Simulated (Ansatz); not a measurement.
# How fast states decay through LaAgSeO, part 2 of 2

Wanted: the relaxed cell of LaAgSeO, its band edges and its decay constants. It is built by putting Se for part of the O in the LaAgO2 structure of space group P6_3/mmc, with the volume rescaled by atomic radii. The parent structure comes from the Materials Project.

Ansatz 0.2.0; PBE DFT, plane waves, PAW files (the session's first sound run).

So far, gap on the k-mesh (eV): step 3 (the bulk crystal and its band edges, PBE) 1.18; step 4 (complex bands, plane (001), k-mesh 6×6×2, PBE) 1.18; step 6 (PBEsol) 1.09.

The structure was built from a prototype and need not be the compound's stable phase.

**7. Complex bands at another level (continued)**

K parallel (0.5, 0); values up to 1.266 1/Å, a degenerate pair printed once or twice; energies at which all values exceed this have no row. The Im kz of the slowest decaying states by energy, zero at the highest filled level on the SCF mesh:

```
energy (eV)  decay 1 (Å⁻¹)  decay 2 (Å⁻¹)  decay 3 (Å⁻¹)  decay 4 (Å⁻¹)
      -1.00          0.318          0.334          0.499           1.13
      -0.85          0.297          0.338          0.514           1.15
      -0.70          0.213          0.355          0.452          0.596
      -0.55          0.369          0.429          0.631           1.18
      -0.40          0.270          0.380          0.416          0.651
      -0.25          0.389          0.389          0.407          0.664
      -0.10          0.396          0.398          0.470          0.672
       0.00          0.392          0.400          0.516          0.676
       0.05          0.389          0.401          0.537          0.678
       0.20          0.380          0.405          0.601          0.681
       0.35          0.369          0.408          0.667          0.683
       0.50          0.357          0.409          0.683          0.750
       0.70          0.338          0.408          0.681          0.934
       0.85          0.321          0.406          0.679          0.940
       1.00          0.301          0.403          0.676          0.944
       1.15          0.276          0.399          0.672          0.795
       1.30          0.246          0.394          0.667          0.741
       1.45          0.204          0.388          0.661          0.705
       1.60          0.139          0.380          0.654          0.676
       1.75          0.372          0.647          0.651           1.26
       1.90          0.363          0.628          0.638           1.22
       2.05          0.358          0.605           0.63           1.15
```

At the listed wavevectors the last open channel is at -0.05 eV and the next at +1.10 eV on the grid. At +0.55 eV, the grid energy nearest the filling level (the middle of the gap on the SCF mesh), the slowest state at the listed wavevectors decays with κ = 0.177 Å⁻¹, its amplitude falling by e over 5.6 Å; the first such run, plane (001), gave 0.185 Å⁻¹.

**8. The same cell, other settings: hamiltonian.xc = "lda" and scf.n_extra_bands = 32**

This step: LDA DFT, plane waves, PAW files; complex bands by layer matching along the plane's normal; changed: hamiltonian.xc = "lda", scf.n_extra_bands = 32 (Ansatz 0.2.0).

This run repeats an earlier one, its twin (the complex run, plane (001)), with two settings changed (hamiltonian.xc, scf.n_extra_bands; files written aside). It is meant to test how much rests on the functional and whether the numerical route changes the result or only the time. Where the input is shown as a difference, that is against the step before, not the twin.

Input file input.yaml:

```yaml
crystal:
  lattice:
    - [4.084209773, 0.0, 0.0]
    - [2.042104886, 3.537029417, 0.0]
    - [0.0, 0.0, 14.237010533]
  atoms:
    - { symbol: La, position: [0.0, 0.0, 0.9682921558] }
    - { symbol: La, position: [0.0, 0.0, 0.4682921558] }
    - { symbol: Ag, position: [0.6666666667, 0.6666666667, 0.2679203472] }
    - { symbol: Ag, position: [0.3333333333, 0.3333333333, 0.7679203472] }
    - { symbol: Se, position: [0.6666666667, 0.6666666667, 0.0979341796] }
    - { symbol: O, position: [0.6666666667, 0.6666666667, 0.4158533174] }
    - { symbol: Se, position: [0.3333333333, 0.3333333333, 0.5979341796] }
    - { symbol: O, position: [0.3333333333, 0.3333333333, 0.9158533174] }
kpoints:
  mp_grid: { grid: [6, 6, 2] }
scf:
  occupations: { method: fixed }
  n_extra_bands: 32
hamiltonian:
  xc: lda
output:
  eigenvalues: true
  transmission:
    leads: [[0, 0]]
    kpoints: [[0.0, 0.0], [0.5, 0.0]]
    e_range: [-1.0, 2.18]
    de: 0.05
```

Command:

```
$ ansatz run input.yaml --threads 2 --pin off --max-ram 4096MiB --backend cpu --events-out ev --progress --plain --runs-dir out
```

The job ended after 21 s (2 threads of Arm Neoverse V2, shared host; peak memory 0.65 GiB).

This step gave:

| Item | Value |
| --- | --- |
| free energy | -38953.0331 eV |
| Fermi energy | 7.504 eV |
| gap on the k-mesh | 1.026 eV |
| level to which the leads are filled | 0.5128 eV from the Fermi level |
| decay constant at the filling level, zone centre | 0.1757 Å⁻¹ |
| decay constant at the filling level, slowest listed point | 0.1757 Å⁻¹ |

K parallel (0, 0); values up to 1.266 1/Å, a degenerate pair printed once or twice; energies at which all values exceed this have no row. Im kz of the slowest decaying states against energy, zero at the highest filled level on the SCF mesh:

```csv
energy (eV),decay 1 (Å⁻¹),decay 2 (Å⁻¹),decay 3 (Å⁻¹),decay 4 (Å⁻¹)
-1.000,0.231,0.354,0.695,1.10
-0.800,0.235,0.329,0.695,1.09
-0.600,0.236,0.289,0.695,1.09
-0.400,0.220,0.234,0.693,1.08
-0.200,0.228,0.689,1.08,1.15
0.000,0.0066,0.219,0.685,1.07
0.200,0.206,0.244,0.680,1.07
0.400,0.187,0.320,0.674,1.06
0.600,0.162,0.368,0.668,1.05
0.800,0.123,0.404,0.660,1.03
1.000,0.0436,0.431,0.652,1.01
1.200,0.453,0.643,0.974,1.02
1.400,0.470,0.635,0.938,1.01
1.600,0.484,0.627,0.896,0.996
1.800,0.494,0.623,0.842,0.984
2.000,0.116,0.501,0.636,0.759
```

K parallel (0.5, 0); values up to 1.266 1/Å, a degenerate pair printed once or twice; energies at which all values exceed this have no row. Im kz of the slowest decaying states against energy, zero at the highest filled level on the SCF mesh:

```
energy (eV)  decay 1 (Å⁻¹)  decay 2 (Å⁻¹)  decay 3 (Å⁻¹)  decay 4 (Å⁻¹)
      -1.00          0.313          0.341          0.502           1.13
      -0.85          0.305          0.335          0.475          0.556
      -0.70          0.225          0.353          0.433          0.616
      -0.55          0.367          0.417          0.642           1.18
      -0.35          0.322          0.381          0.404          0.662
      -0.20          0.389          0.396          0.425          0.672
      -0.05          0.388          0.396          0.501          0.678
       0.00          0.385          0.398          0.524          0.679
       0.10          0.379          0.400          0.569          0.681
       0.25          0.369          0.404          0.636          0.683
       0.40          0.358          0.406          0.684          0.713
       0.60          0.340          0.406          0.683          0.930
       0.75          0.324          0.405          0.681          0.936
       0.90          0.305          0.402          0.678          0.941
       1.05          0.282          0.399          0.675          0.812
       1.20          0.253          0.394          0.670          0.749
       1.35          0.216          0.388          0.665          0.710
       1.50          0.160          0.382          0.659          0.680
       1.70          0.371          0.647          0.649              -
       1.85          0.364          0.624          0.642           1.21
       2.00          0.362          0.602          0.636           1.14
       2.15          0.167          0.400          0.579          0.643
```

The least decay constant is 0.176 Å⁻¹ against 0.185 Å⁻¹ in the twin: a change of -5 %.

**9. What came out**

| Property | Result |
| --- | --- |
| band gap | 1.18 eV |
| least decay constant at mid-gap, normal to (001) | 0.185 Å⁻¹ |
| least decay constant on a mesh, normal to (001) | 0.186 Å⁻¹ |
| least decay constant, PBEsol | 0.177 Å⁻¹ |

With PBE, the slowest decay at the wavevectors tried is κ = 0.185 Å⁻¹, normal to (001). Through such a film the transmission near mid-gap falls as exp(−2κd), a factor of ten every 6.2 Å. A free electron under a barrier of half the gap would need a mass of 0.22 mₑ to decay at this rate. With PBEsol the gap goes from 1.18 to 1.09 eV and the decay constant, over the first 2 listed wavevectors, from 0.185 to 0.177 Å⁻¹. The compound is made up by substitution; its stability against other phases and against distortions of the cell's symmetry was not tested. A semilocal functional narrows gaps, so real decay constants are likely larger.

[Logs are printed without paths, hosts, clocks, repeated set-up lines and the standing remarks that a program may print on its own settings, such as how far it seeks lower states.]

[Hosts, paths, dates, database ids (printed as entryN), source tags and the programs' standing remarks are cut or masked in the printed files.]
